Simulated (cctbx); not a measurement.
# Accept or mend?

Cell a = 8.6320 Å, b = 8.6320 Å, c = 7.9410 Å, α = 90.00°, β = 90.00°, γ = 120.00°; space group P6_3/mmc (no. 194). The compound is Mg5Pt2.

The data are simulated with cctbx, not measured: Ag Kα, λ = 0.56087 Å, to d = 0.75 Å, 70 % of the full sphere, strongest reflection 20000 counts, noise from counting, a 3 % proportional error and a noise floor of 4 counts (s.d.); no absorption.

An anisotropic refinement with weights 1/σ² prints:

```text
Rint 0.027, 20 unique reflections to 2.01 A
cycle     R1     wR2    GooF  max shift (A)
   1  0.0062  0.0132   2.737   0.01030
   2  0.0009  0.0014   0.293   0.00000
final R1 0.0009 wR2 0.0014 GooF 0.293  parameters 18  data/parameter 1.1
atom        x        y        z      Ueq    occ   su(xyz)  su(Uiso or U11)
Pt1    0.24036  0.12018  0.75000   0.0212  1.000  0.00016  0.0017
Pt2    0.66667  0.33333  0.25000   0.0186  1.000  0.00000  0.0016
Mg1    0.80424  0.60848  0.05841   0.0253  1.000  0.00066  0.0061  NPD
Mg2    0.93456  0.46728  0.75000   0.0381  1.000  0.00048  0.0059
Mg3    0.00000  0.00000  0.50000   0.0255  1.000  0.00000  0.0068
difference map: max 0.01 min -0.01 rms 0.01
Q1    0.3333  0.6667  0.0240    4    0.01  2.16 A from Mg1
Q2    0.0000  0.2725  0.0000   12    0.01  1.55 A from Mg1
Q3    0.1667  0.3333  0.0000   12    0.01  0.64 A from Mg1
```

**Question.** Can this result stand? If not, what is the likely fault?

Mend it. The fault: data cut at low resolution. Against the right model at the same level, R1 goes from 0.0061 to 0.0009 and GooF from 0.86 to 0.29, U of Pt1 swells from 0.0139 to 0.0212 Å², U of Pt2 swells from 0.0126 to 0.0186 Å² and Mg1 goes non-positive-definite. The atoms are right, but there are too few data for the parameters: R1 flatters and the s.u.s grow. Data per parameter fall from 15.2 to 1.1.

The compound is Mg5Pt2. The right model at the same level gives:

```text
Rint 0.033, 274 unique reflections to 0.75 A
cycle     R1     wR2    GooF  max shift (A)
   1  0.0063  0.0147   0.897   0.00012
   2  0.0061  0.0141   0.858   0.00000
final R1 0.0061 wR2 0.0141 GooF 0.858  parameters 18  data/parameter 15.2
atom        x        y        z      Ueq    occ   su(xyz)  su(Uiso or U11)
Pt1    0.24020  0.12010  0.75000   0.0139  1.000  0.00002  0.0001
Pt2    0.66667  0.33333  0.25000   0.0126  1.000  0.00000  0.0001
Mg1    0.80435  0.60870  0.05815   0.0327  1.000  0.00016  0.0004
Mg2    0.93316  0.46658  0.75000   0.0331  1.000  0.00023  0.0008
Mg3    0.00000  0.00000  0.50000   0.0307  1.000  0.00000  0.0008
difference map: max 0.81 min -0.38 rms 0.10
Q1    0.3333  0.6667  0.2500    2    0.81  1.99 A from Mg2
Q2    0.0125  0.3495  0.7500   12    0.43  1.48 A from Mg2
Q3    0.0950  0.1900  0.1682   12    0.38  0.75 A from Pt1
Q4    0.2093  0.4187  0.1892   12    0.36  1.42 A from Pt1
Q5    0.0000  0.1009  0.0000   12    0.35  0.87 A from Mg3
Q6    0.0000  0.0000  0.0893    4    0.33  0.71 A from Mg3
```

The model is made up (kin elements in a known structure type, no relaxation), so it says nothing on whether the phase exists.

[Middle refinement cycles are left out of these outputs.]

[Logs are printed without paths, hosts, clocks, repeated set-up lines and the standing remarks that a program may print on its own settings, such as how far it seeks lower states.]
